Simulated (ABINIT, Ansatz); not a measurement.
## A GW chain in ABINIT: CdTe (F-43m)

Symmetry: F-43m, No. 216, cubic system. Conventional cell: a = 6.480 Å, b = 6.480 Å, c = 6.480 Å, α = 90.00°, β = 90.00°, γ = 90.00°. Nearest to Cd lie 4 Te at 2.81 Å. Te has 4 Cd at 2.81 Å nearest. Farther neighbours, and contacts between anions beyond the nearest, are not listed.

```
method               : RPA screening on PBE, plane waves, norm-conserving pseudopotentials (and 2 further levels or steps)
program              : ABINIT 10.8.3
settings             : cutoff 47 Ha, PseudoDojo scalar-relativistic 0.4 stringent, norm-conserving, potential set dojo-sr-pbe-0.4-stringent, ngkpt (4, 4, 4), nband 271, ecuteps 7.8 Ha, inclvkb 2, shiftk (0, 0, 0), symchi 1, awtr 1, frequency ppm, 4×4×4 k-mesh
cost                 : 5 runs, 25 min in all on 8 MPI ranks of Arm Neoverse N1, shared host
notes                : The cell and positions come from the Crystallography Open Database and are kept as given unless a step says otherwise. Limits: mesh may overstate the screening; no spin-orbit coupling. The calculation has static nuclei and no excitons; a measured gap holds zero-point and thermal motion, which mostly lowers it. With atoms this heavy the missing spin-orbit coupling may be the largest error. The 4×4×4 mesh is coarse for this cell, which bears on the long-range parts of exchange and screening. The RPA ε∞ on this mesh reaches over 25; with a narrow direct gap a coarse mesh can overstate it, and the correction is then too small.
PBE gap              : 0.77 eV, direct
G0W0 gap on the mesh : 1.55 eV
GW settings          : 4×4×4 mesh, 271 bands, screening to 212.2 eV, Godby-Needs plasmon pole
known limits         : short of the basis limit; mesh may overstate the screening; no spin-orbit coupling; coarse k mesh
```

G0W0 moves the gap on the mesh from 0.77 eV to 1.55 eV (+0.78 eV), with Z of 0.80 and 0.81 at the edges. Local fields lower the RPA ε∞ on this mesh from 27.06 to 25.81.

[Long decimals in the printed logs are rounded to 6 places.]

[Logs are printed without paths, hosts, clocks, repeated set-up lines and the standing remarks that a program may print on its own settings, such as how far it seeks lower states.]

[Paths, hosts, dates, memory and timing lines, banners, echoed tables and standing remarks are left out of the program output; an Ansatz launch command may be rebuilt from the run's recorded settings. Measured values are a selection of at most five: reports struck by readers or far from the other reports are left out. None is set beside runs whose start may be inverted or whose files or cutoffs have a known fault.]

[Runs of the session that timed out or met a known fault of the program may be left out.]

[Hosts, paths, dates, database ids (printed as entryN), source tags and the programs' standing remarks are cut or masked in the printed files.]

[G0W0 gaps are taken among the corrected bands and points alone; a level outside them can change the order at an edge.]

[Where Ansatz stands beside ABINIT at settings called matched, ABINIT's density can come from a denser mesh and the files from another edition; pairs whose starting gaps differed by over 0.03 eV were left out, so agreement reads better than it is.]
